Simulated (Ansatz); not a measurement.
**How SrLi2SnS4 absorbs and reflects light**

Aim: the dielectric function of SrLi2SnS4, and the optical constants that follow from it.

Method: DFT, PBE, plane-wave PAW, default files, scalar-relativistic, independent-particle optical response without local fields, in Ansatz 0.2.0.

**1. The starting structure**

It takes space group I-42m (No. 121, tetragonal). The conventional cell has a = 6.659 Å, b = 6.659 Å, c = 7.918 Å, α = 90.00°, β = 90.00°, γ = 90.00°. Nearest to Sn lie 4 S at 2.37 Å. Nearest to Sr lie 8 S at 3.08 to 3.25 Å. Nearest to S lie 1 Sn at 2.37 Å and 2 Li at 2.47 Å and 2 Sr at 3.08 to 3.25 Å. Li has 4 S at 2.47 Å nearest. Farther neighbours and most contacts between anions are not listed.

As a file:

```cif
data_structure
_symmetry_space_group_name_H-M 'P 1'
_symmetry_Int_Tables_number 1
_cell_length_a 6.1518
_cell_length_b 6.1518
_cell_length_c 6.1518
_cell_angle_alpha 114.466
_cell_angle_beta 114.466
_cell_angle_gamma 99.886
_cell_volume 175.55
loop_
_atom_site_label
_atom_site_type_symbol
_atom_site_fract_x
_atom_site_fract_y
_atom_site_fract_z
_atom_site_occupancy
Sn1 Sn 0.00000 0.00000 0.00000 1
Sr2 Sr 0.50000 0.50000 0.00000 1
S3 S 0.37794 0.96474 0.00000 1
S4 S 0.62206 0.62206 0.58680 1
S5 S 0.96474 0.37794 0.00000 1
S6 S 0.03526 0.03526 0.41320 1
Li7 Li 0.75000 0.25000 0.50000 1
Li8 Li 0.25000 0.75000 0.50000 1
```

**2. Ground state and bands**

First the ground state: is it a metal or has it a gap?

This step: DFT, PBE, plane-wave PAW, default files, scalar-relativistic, ground state (Ansatz 0.2.0).

File input.yaml:

```yaml
crystal:
  lattice:
    - [-3.3295, 3.3295, 3.959]
    - [3.3295, -3.3295, 3.959]
    - [3.3295, 3.3295, -3.959]
  atoms:
    - { symbol: Sn, position: [0.0, 0.0, 0.0] }
    - { symbol: Sr, position: [0.5, 0.5, 0.0] }
    - { symbol: S, position: [0.37794, 0.96474, 0.0] }
    - { symbol: S, position: [0.62206, 0.62206, 0.5868] }
    - { symbol: S, position: [0.96474, 0.37794, 0.0] }
    - { symbol: S, position: [0.03526, 0.03526, 0.4132] }
    - { symbol: Li, position: [0.75, 0.25, 0.5] }
    - { symbol: Li, position: [0.25, 0.75, 0.5] }
kpoints:
  mp_grid: { grid: [5, 5, 5] }
  band_path:
    path:
      - [[0.0, 0.0, 0.0], [0.0, 0.0, 0.5], [-0.35363646, 0.35363646, 0.5], [-0.42681823, 0.42681823, 0.42681823], [0.0, 0.0, 0.0], [0.5, 0.5, -0.5], [0.42681823, 0.57318177, -0.42681823], [0.0, 0.5, 0.0], [0.25, 0.25, 0.25], [0.5, 0.5, -0.35363646], [0.5, 0.5, -0.5]]
      - [[0.0, 0.0, 0.5], [0.25, 0.25, 0.25]]
    npoints: 5
scf:
  occupations: { method: fermi_dirac, width: 0.05 }
  n_extra_bands: 12
hamiltonian:
  xc: pbe
  pseudopotentials: { kind: paw }
output:
  forces: true
  stress: true
  populations: true
  write_bands: true
  write_density: true
  write_potential: true
  elf: true
  volumetric_format: npy
```

Run with:

```sh
$ ansatz run input.yaml --threads 4 --pin off --max-ram 8192MiB --backend cpu --events-out ev --progress --plain --runs-dir out
```

Numbers of over 12 decimals in the logs are rounded to 6 here.

Log:

```text
scf.n_extra_bands = 12 over 27 filled bands (N_el = 54.0): the run solves 39 bands
Engine: ansatz 0.2.0, x86_64-unknown-linux-gnu
Pseudopotentials: kind: paw
Pseudopotential: Sn, paw, valence charge 14, recommended cutoff 420 eV (normal), Sn.paw.azcp
Pseudopotential: Sr, paw, valence charge 10, recommended cutoff 420 eV (normal), Sr.paw.azcp
Pseudopotential: S, paw, valence charge 6, recommended cutoff 420 eV (normal), S.paw.azcp
Pseudopotential: Li, paw, valence charge 3, recommended cutoff 420 eV (normal), Li.paw.azcp
Functional definition: PBE
  parameter kappa = 0.804
  parameter beta = 0.066725
  exchange = pbe_x(kappa = kappa, mu = beta*pi^2/3)
  correlation = pbe_c(beta = beta)
Crystal: 8 atoms, lattice volume = 175.551 Å³
Basis set: ecut = 420 eV, 3445 PW (Γ), exchange–correlation on 90×90×90 points (8 copies of the dense FFT grid, shifted against one another)
Bands: 39, of which v1, the nominal top of the filled ones, is band 27 counted from 1 (26 counted from 0)
Symmetry: 8 space group operations
Space group: I-42m (ITA 121), of the structure as read, at distance tolerance 5.6e-5 Å
k-points: 18 of 125 (time reversal used)
Non-local potential: Sn, projectors of the file, l = 0: 2, l = 1: 2, l = 2: 2, l = 3: 2
Non-local potential: Sr, projectors of the file, l = 0: 3, l = 1: 2, l = 2: 2
Non-local potential: S, projectors of the file, l = 0: 2, l = 1: 2, l = 2: 2
Non-local potential: Li, projectors of the file, l = 0: 3, l = 1: 2, l = 2: 1
PAW form: soft (Blöchl's): semilocal exchange-correlation on the pseudo side does not see the compensation charge
PAW one-centre angular grid: Sn, 590 points (default); XC on 64 Gauss nodes
PAW one-centre angular grid: Sr, 110 points (default); XC on 64 Gauss nodes
PAW one-centre angular grid: S, 110 points (default); XC on 64 Gauss nodes
PAW one-centre angular grid: Li, 110 points (default); XC on 64 Gauss nodes
Initial density: superposition of atomic densities (neutral atoms: chi_scale 0, normalization atom), corrected by the library's trained network
Initial wavefunctions: pseudopotential atomic-orbital guess
Functional: x = pbe(κ = 0.804, μ = 0.219515), c = pbe(β = 0.066725)
SCF iter   1: F=—  HF=-13595.928910 eV  |F-HF|=—  |Δ(HF+E_count)|=         —  Δρ=9.90e-4  dr2=2.28e-3  ethr=1.77e-3  ⟨swp⟩=8.7  Hψ=4037  notcnv=0  defer=18
preconditioner: auto → Resta (q_TF=auto, 2.242 Å⁻¹)  ε∞=3.1  [insulator: Δε(μ)=2.753 eV  Ē_g=11.896 eV  σ=0.050 eV  W_gap=1.00  n_scr=26 (ndim 8)  ℏωp=17.3 eV  f_vac=0.016  D(μ)=0.00/eV (n_scr^D=0)  ε∞_Penn≈3.1]
SCF iter   2: F=—  HF=-13595.930675 eV  |F-HF|=—  |Δ(HF+E_count)|=   1.76e-3  Δρ=5.26e-4  dr2=5.84e-4  ethr=4.23e-6  ⟨swp⟩=3.2  Hψ=1503  notcnv=0  defer=46
SCF iter   3: F=—  HF=-13595.930741 eV  |F-HF|=—  |Δ(HF+E_count)|=   6.63e-5  Δρ=3.38e-4  dr2=2.13e-4  ethr=1.08e-6  ⟨swp⟩=2.8  Hψ=850  notcnv=0  defer=46
SCF iter   4: F=—  HF=-13595.930992 eV  |F-HF|=—  |Δ(HF+E_count)|=   2.51e-4  Δρ=6.97e-5  dr2=8.75e-6  ethr=3.94e-7  ⟨swp⟩=2.0  Hψ=1024  notcnv=0  defer=46
SCF iter   5: F=—  HF=-13595.931060 eV  |F-HF|=—  |Δ(HF+E_count)|=   6.83e-5  Δρ=2.93e-5  dr2=2.63e-6  ethr=1.62e-8  ⟨swp⟩=2.0  Hψ=792  notcnv=0  defer=46
SCF iter   6: F=—  HF=-13595.931060 eV  |F-HF|=—  |Δ(HF+E_count)|=   1.50e-7  Δρ=1.45e-5  dr2=6.74e-7  ethr=4.87e-9  ⟨swp⟩=2.8  Hψ=1048  notcnv=0  defer=46
SCF iter   7: F=-13595.931060 eV  HF=-13595.931060 eV  |F-HF|=7.21e-8  |Δ(HF+E_count)|=   1.66e-7  Δρ=4.66e-6  dr2=8.81e-8  ethr=1.85e-10  ⟨swp⟩=15.1  Hψ=5999  notcnv=0
SCF 1 converged in 7 iterations: F = -13595.931060 eV  dr2 = 8.81e-8
  greatest PAW one-centre occupation: 1.000 electrons in one spin orbital (limit 2), on the Li atom at site 7 (counted from 0), in its partial waves of l = 0
NSCF: frozen V_eff on 57 k-points
SCF converged after 7 iterations
Free energy (F): -13595.931060 eV
Harris-Foulkes:  -13595.931060 eV  (|F-HF|=7.21e-8)
Internal energy: -13595.931060 eV  (E = F + TS)
E sigma→0 (E₀):  -13595.931060 eV
Fermi energy:    6.376997 eV
--- Per-component energies (eV) ---
  E_band       = -421.801413
  E_kinetic    = 907.309786
  E_local      = -2750.252020  (includes V_loc(G=0)·N_el)
  E_nonlocal   = 218.750023
  E_hartree    = 1145.240394
  E_xc         = -967.606070
  E_vxc        = -638.253063  (∫ρ·V_xc dr)
  E_paw        = -9279.958268  (= ΣΔE_a)
  E_vpaw       = -449.829449  (= ΣTr[D̂ρ^β])
  E_aug_tail   = 0.000042  (compensation charges beyond the density's cutoff)
  E_ewald      = -2869.414945
  E_smearing   = -0.000000  (= −TS)
  E_closure    = 0.000000  (closes the sum)
  Σ components = -13595.931060   (vs F -13595.931060, Δ=0.00e0)
--- Forces (eV/Å), atoms counted from 1 ---
  atom   1  Sn     0.00000000     0.00000000     0.00000000
  atom   2  Sr    -0.00000000     0.00000000     0.00000000
  atom   3  S     -0.28023991     0.28023991     0.28940231
  atom   4  S     -0.28023991    -0.28023991    -0.28940231
  atom   5  S      0.28023991    -0.28023991     0.28940231
  atom   6  S      0.28023991     0.28023991    -0.28940231
  atom   7  Li     0.00000000     0.00000000     0.00000000
  atom   8  Li     0.00000000     0.00000000     0.00000000
  max |Σ_I F_I| component: 1.73e-18 eV/Å
--- Stress (GPa, compression-positive) ---
        2.257920       0.000000       0.000000
       -0.000000       2.257920      -0.000000
        0.000000      -0.000000       2.521292
  P = ⅓ Tr σ = 2.3457 GPa (23.457 kbar)
--- Band table (eV; the first three rows and the last of 18) ---
  k-point 0: bands = [... 23 lower, 4.0761, 4.5913, 4.6735, 4.6735, 7.7471, 8.9844, 9.7273, 10.1200, ... 8 higher]
  k-point 1: bands = [... 23 lower, 4.2758, 4.2922, 4.4868, 4.5179, 8.0373, 8.9401, 9.2978, 10.0154, ... 8 higher]
  k-point 2: bands = [... 23 lower, 3.8948, 4.0679, 4.1563, 4.5537, 8.1482, 9.3012, 9.4736, 9.7182, ... 8 higher]
  k-point 17: bands = [... 23 lower, 3.6789, 4.4534, 4.5546, 4.8762, 7.9076, 9.2752, 9.2766, 9.6902, ... 8 higher]
--- Löwdin populations: 8 sites ---
  site symbol       q [e]
     0     Sn     13.1719
     1     Sr      8.3525
     2      S      6.8108
     3      S      6.8108
     4      S      6.8108
     5      S      6.8108
     6     Li      2.3704
     7     Li      2.3704
  spilling = 0.009099 (of n_electrons = 54.000000)
```

Elapsed: 5.5 s, on 4 threads of Intel Xeon 6975P-C (Granite Rapids), shared host; peak memory 0.69 GiB; 18 s of CPU time.

In the SCF lines HF is the Harris–Foulkes energy and dr2 the Hartree energy of the density residual, in eV; the loop may stop once dr2 is under the threshold and the program's other checks hold. Hψ counts applications of the Hamiltonian.

Read-outs, printed or worked out from the files:

* free energy: -13595.9311 eV
* Fermi energy: 6.377 eV
* gap by band count: 2.756 eV
* electrons: 54
* symmetry operations: 8
* pressure: 2.346 GPa
* gap on the k-mesh: 2.756 eV
* volume: 175.6 Å³
* gap on the path: 2.673 eV
* least direct gap on the path: 2.673 eV

There is a gap, 2.67 eV on the path, so no carriers' term is needed. The cell is left with a pressure of 2.3 GPa and forces up to 0.49 eV/Å, as it stands unrelaxed at this level.

The electronic bands at the labelled points (eV, zero at the Fermi level; v1 is the highest filled band, c1 the lowest empty one):

```
          point     v4     v3     v2     v1    c1    c2    c3    c4
              Γ  -2.30  -1.79  -1.70  -1.70  1.37  2.61  3.35  3.74
0.40 of the way  -2.10  -2.08  -1.89  -1.86  1.66  2.56  2.92  3.64
              X  -2.61  -2.40  -2.37  -1.84  1.84  3.01  3.32  3.47
0.40 of the way  -2.43  -2.40  -2.15  -1.90  1.82  3.04  3.07  3.69
              Y  -2.75  -1.90  -1.86  -1.53  1.53  2.95  2.96  3.21
0.60 of the way  -2.81  -1.87  -1.82  -1.44  1.47  2.89  2.90  3.23
              S  -2.82  -1.87  -1.81  -1.43  1.45  2.88  2.89  3.24
0.40 of the way  -2.36  -2.10  -1.93  -1.82  1.62  2.77  2.95  3.09
              Γ  -2.30  -1.79  -1.70  -1.70  1.37  2.61  3.35  3.74
0.60 of the way  -2.67  -1.89  -1.89  -1.56  1.75  3.48  3.48  3.57
              Z  -3.07  -1.80  -1.80  -1.33  1.35  2.84  2.84  3.18
0.40 of the way  -3.00  -1.81  -1.81  -1.34  1.36  2.85  2.85  3.18
             S1  -2.82  -1.87  -1.81  -1.43  1.45  2.88  2.89  3.24
0.60 of the way  -2.34  -2.18  -2.03  -1.72  1.72  2.60  3.31  3.46
              N  -2.54  -2.22  -1.99  -1.81  1.72  2.49  3.51  3.65
0.60 of the way  -2.46  -2.19  -2.19  -1.93  1.65  2.65  3.42  3.48
              P  -2.65  -2.27  -2.18  -2.18  1.72  2.69  3.34  3.34
0.40 of the way  -2.45  -2.30  -2.07  -2.02  1.69  2.92  3.14  3.54
             Y1  -2.75  -1.90  -1.86  -1.53  1.53  2.95  2.96  3.21
0.40 of the way  -2.89  -1.84  -1.82  -1.40  1.42  2.88  2.88  3.20
              Z  -3.07  -1.80  -1.80  -1.33  1.35  2.84  2.84  3.18
      jump to X  -2.61  -2.40  -2.37  -1.84  1.84  3.01  3.32  3.47
0.40 of the way  -2.63  -2.36  -2.33  -1.90  1.76  3.01  3.06  3.42
              P  -2.65  -2.27  -2.18  -2.18  1.72  2.69  3.34  3.34
```

ELF in the ac plane of the conventional cell at fractional y = 0.000, with atoms of Sn and Sr and Li within 0.2 Å of it. It is the smooth field of the valence electrons, not physical close to the nuclei.

Values, 12 rows by 16 columns, each cell a mean:
```
0.08 0.18 0.27 0.26 0.19 0.13 0.07 0.03 0.02 0.05 0.10 0.15 0.23 0.27 0.24 0.11
0.24 0.29 0.40 0.46 0.44 0.34 0.12 0.04 0.04 0.06 0.26 0.41 0.46 0.43 0.32 0.25
0.13 0.22 0.37 0.42 0.37 0.22 0.11 0.67 0.83 0.27 0.13 0.33 0.41 0.40 0.28 0.16
0.06 0.06 0.12 0.15 0.14 0.09 0.06 0.48 0.63 0.19 0.06 0.13 0.16 0.15 0.09 0.07
0.69 0.54 0.19 0.04 0.06 0.08 0.05 0.02 0.01 0.03 0.07 0.07 0.05 0.10 0.42 0.65
0.42 0.79 0.65 0.13 0.02 0.03 0.03 0.02 0.02 0.02 0.03 0.03 0.05 0.42 0.82 0.57
0.59 0.80 0.57 0.10 0.03 0.04 0.04 0.02 0.02 0.03 0.04 0.03 0.04 0.34 0.80 0.70
0.51 0.35 0.11 0.05 0.07 0.08 0.04 0.04 0.05 0.03 0.07 0.08 0.06 0.06 0.25 0.47
0.05 0.09 0.18 0.21 0.18 0.09 0.10 0.67 0.83 0.27 0.06 0.16 0.21 0.22 0.13 0.06
0.17 0.27 0.41 0.46 0.42 0.26 0.07 0.47 0.63 0.19 0.16 0.38 0.46 0.44 0.32 0.20
0.24 0.28 0.37 0.42 0.39 0.31 0.12 0.02 0.01 0.06 0.24 0.36 0.41 0.40 0.31 0.24
0.03 0.15 0.26 0.23 0.14 0.08 0.05 0.02 0.02 0.03 0.06 0.10 0.19 0.25 0.22 0.06
```

Electrostatic potential energy in the ac plane of the conventional cell at fractional y = 0.000, with atoms of Sn and Sr and Li within 0.2 Å of it. With pseudopotentials it is smooth inside the atoms' cores, unlike the true potential.

Values in eV, 12 rows by 16 columns, each cell a mean:
```
  5  -6  -6   5   9  10   9   9   9   9  10   9   7   0 -10   2
 -5  -1   5   8   9   9   7   4   3   6   8   9   8   6   1  -4
  7   8   9   9   9   7  -1 -19 -24  -8   6   9   9   9   8   8
  6   7   8   9   9   8   2 -13 -17  -4   6   9   9   8   7   6
-17  -7   2   7   9   9   8   6   6   7   8   9   8   5  -3 -14
-44 -41  -8   4   8   9   9   9   9   9   9   8   6  -1 -29 -44
-43 -35  -6   4   8   9   9   9   9   9   9   8   6   0 -23 -42
 -6  -1   4   7   9   9   7   4   3   6   8   9   8   6   1  -4
  7   7   9   9   9   7  -1 -19 -24  -8   6   9   9   9   8   7
  6   7   8   9   9   8   2 -13 -17  -4   6   9   9   8   7   7
 -8  -6   3   7   9   9   8   6   6   7   9   9   8   5  -3  -8
  9  -2  -8   5   9  10  10   9   9   9  10   9   7  -1  -9   7
```

[end of part 1 of 2]

[Logs are printed without paths, hosts, clocks, repeated set-up lines and the standing remarks that a program may print on its own settings, such as how far it seeks lower states.]

[Hosts, paths, dates, database ids (printed as entryN), source tags and the programs' standing remarks are cut or masked in the printed files.]
